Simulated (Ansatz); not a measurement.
# Mo (Im-3m, 1 atom in the cell): converging a phonon calculation

How do the frequencies of Mo (Im-3m, 1 atom in the cell) move with q mesh, k mesh and cutoff?

Method: DFT PBEsol, scalar-relativistic, plane waves, PAW, in Ansatz 0.2.0.

**1. The starting structure**

The structure is cubic, space group Im-3m (No. 229). The conventional cell has a = 3.129 Å, b = 3.129 Å, c = 3.129 Å, α = 90.00°, β = 90.00°, γ = 90.00°. Nearest to Mo lie 8 Mo at 2.71 Å.

**2. Relaxing to small forces for the phonons**

Phonons need a cell at rest on their own settings, so the relaxation is repeated with tight tolerances on forces and stress, using the mesh and the filling of the phonon run that follows.

input.yaml

```yaml
crystal:
  lattice:
    - [-1.5646440654, 1.5646440654, 1.5646440654]
    - [1.5646440654, -1.5646440654, 1.5646440654]
    - [1.5646440654, 1.5646440654, -1.5646440654]
  atoms:
    - { symbol: Mo, position: [0.0, 0.0, 0.0] }
kpoints:
  mp_grid: { grid: [20, 20, 20] }
hamiltonian:
  xc: pbesol
scf:
  occupations: { method: methfessel_paxton, width: 0.2 }
output:
  forces: true
  stress: true
  eigenvalues: true
relax:
  adjacent_minimum: "off"
  f_tol: 0.001
  max_steps: 60
  cell: { stress_tol: 0.01 }
```

Started as:

```
> ansatz run input.yaml --threads 4 --pin off --max-ram 7168MiB --backend cpu --events-out ev --progress --plain --runs-dir out
```

Numbers of over 12 decimals in the logs are rounded to 6 here.

The log of the run:

```text
Engine: ansatz 0.2.0, aarch64-unknown-linux-gnu
Pseudopotentials: kind: paw
Pseudopotential: Mo, paw, valence charge 14, recommended cutoff 420 eV (normal), Mo.paw.azcp
Functional definition: PBEsol
  exchange = pbesol_x
  correlation = pbesol_c
Crystal: 1 atoms, lattice volume = 15.322 Å³
[...]
--- Relaxed structure (3 steps of the walk, 2 accepted, 1 SCFs on fresh bases) ---
  F+E_penalty+E_count = -4897.47177474 eV   max|allowed force component| = 0.000e0 eV/Å   (the final SCF, on the basis selected at the relaxed cell)
  cell:  # Å, volume = 15.3319 Å³
    - [-1.564991, 1.564991, 1.564991]
    - [1.564991, -1.564991, 1.564991]
    - [1.564991, 1.564991, -1.564991]
  atoms:
    - { symbol: Mo, position: [0.0, 0.0, 0.0] }
[key lines of the parts left out:]
SCF converged after 4 iterations
Free energy (F): -4897.471775 eV
Fermi energy:    21.468254 eV
P = ⅓ Tr σ = -0.0001 GPa (-0.001 kbar)
```

Run time: 2.6 s. Hardware: 4 threads of Arm Neoverse V2, shared host; peak memory 0.33 GiB.

Little changed from the start: no atom moved by 0.005 Å and no cell edge by 0.1 %.

This step gave:

- pressure: -1.24e-4 GPa
- volume per atom: 15.33 Å³
- gap on the k-mesh: 0 eV

The forces vanish by symmetry and the pressure is 0.000 GPa, within the tolerances set. The cell now holds 15.33 Å³/atom.

**3. Phonons on a q mesh**

Stability and thermal properties need the whole zone. Linear response on a 4×4×4 q mesh gives force constants as far as a supercell of that size would.

input.yaml

```yaml
crystal:
  lattice:
    - [-1.5649913637, 1.5649913637, 1.5649913637]
    - [1.5649913637, -1.5649913637, 1.5649913637]
    - [1.5649913637, 1.5649913637, -1.5649913637]
  atoms:
    - { symbol: Mo, position: [0.0, 0.0, 0.0] }
kpoints:
  mp_grid: { grid: [20, 20, 20] }
hamiltonian:
  xc: pbesol
scf:
  occupations: { method: methfessel_paxton, width: 0.2 }
output:
  eigenvalues: true
phonons:
  method: dfpt
  qmesh: [4, 4, 4]
  temperatures: { t_max: 1000, t_step: 50 }
  qpath:
    path:
      - [[0.0, 0.0, 0.0], [0.5, -0.5, 0.5], [0.0, 0.0, 0.5], [0.0, 0.0, 0.0], [0.25, 0.25, 0.25], [0.5, -0.5, 0.5]]
      - [[0.25, 0.25, 0.25], [0.0, 0.0, 0.5]]
    npoints: 10
```

The log of the run:

```text
[...]
Crystal: 1 atoms, lattice volume = 15.332 Å³
Basis set: ecut = 420 eV, 321 PW (Γ), exchange–correlation on 40×40×40 points (8 copies of the dense FFT grid, shifted against one another)
Bands: 11, of which v1, the nominal top of the filled ones, is band 7 counted from 1 (6 counted from 0)
Symmetry: 48 space group operations
k-points: 256 of 8000
[...]
SCF iter   1: F=—  HF=-4897.473297 eV  |F-HF|=—  |Δ(HF+E_count)|=         —  Δρ=6.34e-3  dr2=4.34e-3  ethr=1.77e-3  ⟨swp⟩=4.9  Hψ=15260  notcnv=0
[...]
SCF iter   7: F=-4897.471775 eV  HF=-4897.471775 eV  |F-HF|=9.09e-13  |Δ(HF+E_count)|=  5.46e-12  S|Δr|=    0.00e0  Δρ=4.53e-8  dr2=2.26e-13  ethr=1.00e-12  ⟨swp⟩=5.2  Hψ=10295  notcnv=0
SCF 1 converged in 7 iterations: F = -4897.471775 eV  dr2 = 2.26e-13
[...]
NSCF: frozen V_eff on 256 k-points
[...]
DFPT response loops at q = (0, 0, 0) (fractional): preconditioner auto → Kerker (q_TF=auto, 2.687 Å⁻¹) (partly filled bands, converged f_vac=0.000); β = 1.00, the filter's whole step (`scf.mixing.beta` (0.50) is not read by the response loops under this deck's `scf.mixing.preconditioner`; to damp them name `kerker` or `kerker_dos`, under which they read `scf.mixing.beta`, and type it under 1.00, their step now; both keys bind the ground state too); Broyden in place of MSR1
[...]
SCF converged after 7 iterations
[...]
Free energy (F): -4897.471775 eV
[...]
Internal energy: -4897.471765 eV  (E = F + TS)
E sigma→0 (E₀):  -4897.471772 eV
Entropy (-TS):   -0.000010 eV (-0.010 meV/atom)
Fermi energy:    21.468255 eV
[...]
--- Band table (eV; the first three rows and the last of 256) ---
  k-point 0: bands = [... 3 lower, -12.9888, 14.1137, 20.0433, 20.0433, 20.0433, 23.1265, 23.1265, 36.1406]
  k-point 1: bands = [... 3 lower, -12.9891, 14.2277, 19.9782, 20.0333, 20.1505, 23.0274, 23.1280, 36.2279]
  k-point 2: bands = [... 3 lower, -12.9900, 14.5559, 19.7946, 19.9905, 20.4686, 22.7961, 23.1360, 36.4503]
  k-point 255: bands = [... 3 lower, -14.0177, 15.8348, 15.8348, 25.5627, 25.5627, 25.5627, 30.6064, 30.6064]
--- Phonons (Γ-DFPT): 1 representative perturbation + reference (Σ response iterations 3) ---
  ASR residual: 4.773e-5 → 0.000e0 eV/Å²; symmetrization residual: 4.926e-13 eV/Å²
  ASR residual per site (eV/Å²): 4.77e-5
  Γ frequencies (cm⁻¹): 0.00 0.00 0.00
--- Phonons (arbitrary-q DFPT): 8 irreducible q on the 4×4×4 mesh ---
  q = [0.0000, 0.0000, 0.0000] (star 1, of the zone-centre solve; hermiticity 3.42e-9, symmetrization 1.03e-8): -0.00 -0.00 0.00
  q = [0.0000, 0.0000, 0.2500] (star 12, 2 solved perturbations in 6410 linear systems a pass and spin channel, the states on 4200 of 8000 k-point pairs; hermiticity 1.68e-14, symmetrization 9.99e-14): 117.70 134.85 199.99
[...]
q = [0.2500, 0.2500, 0.2500] (star 2, 1 solved perturbation on 1116 of 8000 k-point pairs; hermiticity 3.90e-14, symmetrization 1.20e-13): 216.62 216.62 216.62
[...]
sum rule: each row above includes the acoustic sum rule's correction from the zone centre's row sums; it moved no ω² by more than (0.37 cm⁻¹)²
  mesh force constants: q→R imaginary residual 0.00e0; ASR residual 4.773e-5 → 0.000e0 eV/Å²; symmetrization residual 2.054e-15 eV/Å²
  interpolated dispersion: 62 rows × 3 modes
  density of states and harmonic sums: on the 28×28×28 q-mesh, interpolated from the force constants of a 4×4×4 supercell (no non-analytic term)
  largest difference from the sums on the solved wave vectors: F 1.04e-2 eV, S 1.44e-5 and C_V 4.03e-6 eV/K
  zero-point energy: 0.036138 eV/cell   skipped modes (ω ≤ 0): 3   left out of the sums: 4.56e-5 of the cell's modes: C_V's classical limit lies that fraction below 3 k_B per atom; for a crystal, a wire or a layer, F and S can be off by more, and a phonons.interpolated_qmesh denser along its periods is the remedy for the sampling
```

Wall time 100 s (4 threads); peak memory 3.2 GiB; 6.2 min of CPU time.

Numbers from this step:

```yaml
sum_rule_residual_before_enforcement: 4.77e-5 eV/Å²
lowest_frequency_on_the_path: 0 cm⁻¹
highest_frequency_on_the_path_or_at_a_solved_wavevector: 269.2 cm⁻¹
mean_frequency: 194.3 cm⁻¹
debye_temperature_second_moment: 369 K
logarithmic_mean_frequency: 188.6 cm⁻¹
lowest_mode_on_the_q_mesh_acoustic_modes_at_gamma_apart: 117.7 cm⁻¹
zero_point_energy_per_atom: 36.14 meV
heat_capacity_at_300_k: 23.15 J/(mol atoms K)
vibrational_entropy_at_300_k: 28.37 J/(mol atoms K)
```

Frequencies (cm⁻¹) solved at each irreducible wavevector; negative means imaginary. Frequencies by wavevector, by row:

```
q in reciprocal lattice units  star  mode 1  mode 2  mode 3
                        0 0 0     1       0       0       0
                     0 0 0.25    12   117.7   134.8     200
                     0 0 -0.5     6   164.4   198.7   269.1
                  0 0.25 0.25    24   190.1     205   242.3
               0.25 0.25 0.25     2   216.6   216.6   216.6
              0.25 0.25 -0.25     6   148.9   148.9   240.3
               0.25 -0.5 -0.5    12   177.8   215.8     239
               -0.5 -0.5 -0.5     1   175.4   175.4   175.4
```

Interpolated from a 4×4×4 q mesh. Phonon branches along the path, in cm⁻¹:

```
    point  branch 1  branch 2  branch 3
        Γ         0         0         0
  halfway       149       149       240
        H       175       175       175
  halfway       178       216       239
        N       164       199       269
  halfway       118       135       200
        Γ         0         0         0
  halfway       167       167       206
        P       217       217       217
  halfway       208       230       230
        H       175       175       175
jump to P       217       217       217
  halfway       198       209       246
        N       164       199       269
```

The phonon branches as a text plot (rows in cm⁻¹):

```
    264 |                  *****                               **
    252 |       *         *                                   *
    241 |     ** *       *      *                            *
    230 |                                    **   ****      *
    219 |    *    *     ***                 *  ***    *    *
    208 |              **  *               * **  *******    ***
    196 |             **    ***  *                     **      **
    185 |          * **        *          * *           **    *
    174 |   *    ***********    * *                      **    *
    163 |       *           ***            *                    *
    151 |     **               **        *
    140 |                        *        *
    129 |  * *                     *
    118 |                        *
    107 |   *                     *     **
     95 |                         * *
     84 |                          *
     73 |  *                       *    *
     62 | *                         *
     50 |                           ** *
     39 | *                            *
     28 |                            *
     17 |
      6 |*                            *
         Γ           H       N        Γ         P        H|P    N
```

Symmetry leaves 8 wavevectors to solve. The lowest mode among them, the acoustic zeros apart, lies at q = (0, 0, 0.25) and is real, 118 cm⁻¹.

**4. Another q mesh, q mesh 2×2×2**

The q mesh is changed to 2×2×2, to see how far the force constants must reach.

Changes to input.yaml since step 3:

```diff
@@ -17,3 +17,3 @@
   method: dfpt
-  qmesh: [4, 4, 4]
+  qmesh: [2, 2, 2]
   temperatures: { t_max: 1000, t_step: 50 }
```

The log of the run:

```text
[...]
Crystal: 1 atoms, lattice volume = 15.332 Å³
Basis set: ecut = 420 eV, 321 PW (Γ), exchange–correlation on 40×40×40 points (8 copies of the dense FFT grid, shifted against one another)
Bands: 11, of which v1, the nominal top of the filled ones, is band 7 counted from 1 (6 counted from 0)
Symmetry: 48 space group operations
k-points: 256 of 8000
[...]
SCF iter   1: F=—  HF=-4897.473297 eV  |F-HF|=—  |Δ(HF+E_count)|=         —  Δρ=6.34e-3  dr2=4.34e-3  ethr=1.77e-3  ⟨swp⟩=4.9  Hψ=15260  notcnv=0
[...]
SCF iter   7: F=-4897.471775 eV  HF=-4897.471775 eV  |F-HF|=9.09e-13  |Δ(HF+E_count)|=  5.46e-12  S|Δr|=    0.00e0  Δρ=4.53e-8  dr2=2.26e-13  ethr=1.00e-12  ⟨swp⟩=5.2  Hψ=10295  notcnv=0
SCF 1 converged in 7 iterations: F = -4897.471775 eV  dr2 = 2.26e-13
[...]
SCF converged after 7 iterations
[...]
Free energy (F): -4897.471775 eV
[...]
Internal energy: -4897.471765 eV  (E = F + TS)
E sigma→0 (E₀):  -4897.471772 eV
Entropy (-TS):   -0.000010 eV (-0.010 meV/atom)
Fermi energy:    21.468255 eV
[...]
--- Band table (eV; the first three rows and the last of 256) ---
  k-point 0: bands = [... 3 lower, -12.9888, 14.1137, 20.0433, 20.0433, 20.0433, 23.1265, 23.1265, 36.1406]
  k-point 1: bands = [... 3 lower, -12.9891, 14.2277, 19.9782, 20.0333, 20.1505, 23.0274, 23.1280, 36.2279]
  k-point 2: bands = [... 3 lower, -12.9900, 14.5559, 19.7946, 19.9905, 20.4686, 22.7961, 23.1360, 36.4503]
  k-point 255: bands = [... 3 lower, -14.0177, 15.8348, 15.8348, 25.5627, 25.5627, 25.5627, 30.6064, 30.6064]
[...]
ASR residual: 4.773e-5 → 0.000e0 eV/Å²; symmetrization residual: 4.926e-13 eV/Å²
  ASR residual per site (eV/Å²): 4.77e-5
  Γ frequencies (cm⁻¹): 0.00 0.00 0.00
--- Phonons (arbitrary-q DFPT): 3 irreducible q on the 2×2×2 mesh ---
[...]
interpolated dispersion: 62 rows × 3 modes
[...]
```

Elapsed: 16 s, on 4 threads; peak memory 1.1 GiB; 57 s of CPU time.

This step gave:

| Quantity | Value |
| --- | --- |
| mean frequency | 191.6 cm⁻¹ |
| lowest mode on the q mesh (acoustic modes at Γ apart) | 164.4 cm⁻¹ |

Frequencies (cm⁻¹) solved at each irreducible wavevector; negative means imaginary. Frequencies by wavevector, by row:

```
q in reciprocal lattice units  star  mode 1  mode 2  mode 3
                        0 0 0     1       0       0       0
                     0 0 -0.5     6   164.4   198.7   269.1
               -0.5 -0.5 -0.5     1   175.4   175.4   175.4
```

Interpolated from a 2×2×2 q mesh, rough between the solved points. The phonon branches at the labelled points (cm⁻¹):

```
    point  branch 1  branch 2  branch 3
        Γ         0         0         0
  halfway       146       146       224
        H       175       175       175
  halfway       170       187       227
        N       164       199       269
  halfway       116       140       190
        Γ         0         0         0
  halfway       165       165       212
        P       249       249       249
  halfway       180       223       223
        H       175       175       175
jump to P       249       249       249
  halfway       211       217       266
        N       164       199       269
```

The phonon branches as a text plot (rows in cm⁻¹):

```
    264 |                  ****                             *****
    252 |                      *             ******        *
    241 |                 *     *              * * *       *
    230 |       *        *                  * *     *       *
    219 |     ** *                                *  *       *
    208 |    *          *                  * *     *  *       **
    196 |         *    *  *****                        *      * *
    185 |          *  ****     * *        * *       **  *
    174 |   *     *********     *                     *****    *
    163 |       **         ****   *        *                    *
    151 |                      **
    140 |     **                 *       **
    129 |    *
    118 |  *                     ***
    107 |                                *
     95 |   *                     **    *
     84 |                           *
     73 |  *                       *    *
     62 | *                         *
     50 |                           *  *
     39 | *                          * *
     28 |                            *
     17 |
      6 |*                            *
         Γ           H       N        Γ         P        H|P    N
```

The mean frequency is 191.6 cm⁻¹, -2.7 cm⁻¹ against the base run.

On this path the spectrum ends at 269 cm⁻¹ (at N). No branch goes imaginary on this path.

**5. Another q mesh, k-mesh 21×21×21, q mesh 3×3×3**

The q mesh is changed to 3×3×3, to see how far the force constants must reach; the k mesh is 21×21×21, against 20×20×20 in the base run, so that the q mesh divides it.

Changes to input.yaml since step 4:

```diff
@@ -8,3 +8,3 @@
 kpoints:
-  mp_grid: { grid: [20, 20, 20] }
+  mp_grid: { grid: [21, 21, 21] }
 hamiltonian:
@@ -17,3 +17,3 @@
   method: dfpt
-  qmesh: [2, 2, 2]
+  qmesh: [3, 3, 3]
   temperatures: { t_max: 1000, t_step: 50 }
```

The log of the run:

```text
[...]
Crystal: 1 atoms, lattice volume = 15.332 Å³
Basis set: ecut = 420 eV, 321 PW (Γ), exchange–correlation on 40×40×40 points (8 copies of the dense FFT grid, shifted against one another)
Bands: 11, of which v1, the nominal top of the filled ones, is band 7 counted from 1 (6 counted from 0)
Symmetry: 48 space group operations
k-points: 286 of 9261
[...]
k-point 285: bands = [... 3 lower, -14.0048, 15.8638, 15.8827, 25.4066, 25.4066, 25.5231, 30.4633, 30.8251]
[...]
ASR residual: 3.367e-5 → 0.000e0 eV/Å²; symmetrization residual: 6.063e-13 eV/Å²
  ASR residual per site (eV/Å²): 3.37e-5
  Γ frequencies (cm⁻¹): 0.00 0.00 0.00
--- Phonons (arbitrary-q DFPT): 4 irreducible q on the 3×3×3 mesh ---
[...]
interpolated dispersion: 62 rows × 3 modes
[...]
[key lines of the parts left out:]
SCF converged after 7 iterations
Free energy (F): -4897.468604 eV
Fermi energy:    21.484098 eV
```

It took 52 s on 4 threads; peak memory 2.1 GiB.

Frequencies (cm⁻¹) solved at each irreducible wavevector; negative means imaginary. Frequencies by wavevector, by row:

```
q in reciprocal lattice units  star  mode 1  mode 2  mode 3
                        0 0 0     1       0       0       0
                   0 0 0.3333    12   150.1   165.6   233.4
              0 0.3333 0.3333     8   210.7     235     235
        0.3333 0.3333 -0.3333     6   179.6   179.6   249.7
```

The mean frequency is 195.5 cm⁻¹, +1.2 cm⁻¹ against the base run, whose k mesh differs too.

**6. Another q mesh, k-mesh 24×24×24, q mesh 6×6×6**

The q mesh is changed to 6×6×6, to see how far the force constants must reach; the k mesh is 24×24×24, against 20×20×20 in the base run, so that the q mesh divides it.

Changes to input.yaml since step 5:

```diff
@@ -8,3 +8,3 @@
 kpoints:
-  mp_grid: { grid: [21, 21, 21] }
+  mp_grid: { grid: [24, 24, 24] }
 hamiltonian:
@@ -17,3 +17,3 @@
   method: dfpt
-  qmesh: [3, 3, 3]
+  qmesh: [6, 6, 6]
   temperatures: { t_max: 1000, t_step: 50 }
```

The log of the run:

```text
[...]
Crystal: 1 atoms, lattice volume = 15.332 Å³
Basis set: ecut = 420 eV, 321 PW (Γ), exchange–correlation on 40×40×40 points (8 copies of the dense FFT grid, shifted against one another)
Bands: 11, of which v1, the nominal top of the filled ones, is band 7 counted from 1 (6 counted from 0)
Symmetry: 48 space group operations
k-points: 413 of 13824
[...]
ASR residual: 4.477e-5 → 0.000e0 eV/Å²; symmetrization residual: 2.079e-13 eV/Å²
  ASR residual per site (eV/Å²): 4.48e-5
  Γ frequencies (cm⁻¹): 0.00 0.00 0.00
--- Phonons (arbitrary-q DFPT): 16 irreducible q on the 6×6×6 mesh ---
[...]
q = [0.0000, 0.1667, 0.3333] (star 48, 3 solved perturbations on 13824 of 13824 k-point pairs: no pair is spared here; hermiticity 2.44e-6, symmetrization 2.33e-18): 183.67 198.16 248.87
[...]
interpolated dispersion: 62 rows × 3 modes
[...]
[key lines of the parts left out:]
SCF converged after 7 iterations
Free energy (F): -4897.469676 eV
Fermi energy:    21.499152 eV
```

Wall time 12 min (4 threads); peak memory 3.9 GiB.

Frequencies (cm⁻¹) solved at each irreducible wavevector; negative means imaginary. Frequencies by wavevector, by row:

```
q in reciprocal lattice units  star  mode 1  mode 2  mode 3
                        0 0 0     1       0       0       0
                   0 0 0.1667    12    78.2    94.2   148.8
                   0 0 0.3333    12   148.7   165.4   233.1
                     0 0 -0.5     6   152.5   195.3   269.4
              0 0.1667 0.1667    24   141.2   143.1   216.1
              0 0.1667 0.3333    48   183.7   198.2   248.9
              0 0.3333 0.3333     8   209.5   231.8   231.8
         0.1667 0.1667 0.1667     8   193.4   193.4   231.3
         0.1667 0.1667 0.3333    12   201.5   219.9   237.3
        0.1667 0.1667 -0.1667     6   110.5   110.5   205.5
        0.1667 0.3333 -0.3333    24   160.5   166.1   242.8
             0.1667 -0.5 -0.5    12   158.7   210.7   254.2
          0.1667 -0.5 -0.3333    24   181.3   206.8   250.8
        0.3333 0.3333 -0.3333     6   178.7   178.7   247.9
             0.3333 -0.5 -0.5    12   175.4   211.8   219.9
               -0.5 -0.5 -0.5     1   151.4   151.4   151.4
```

The mean frequency is 193.1 cm⁻¹, -1.2 cm⁻¹ against the base run, whose k mesh differs too.

[end of part 1 of 3]

[Logs are printed without paths, hosts, clocks, repeated set-up lines and the standing remarks that a program may print on its own settings, such as how far it seeks lower states.]

[Hosts, paths, dates, database ids (printed as entryN), source tags and the programs' standing remarks are cut or masked in the printed files.]
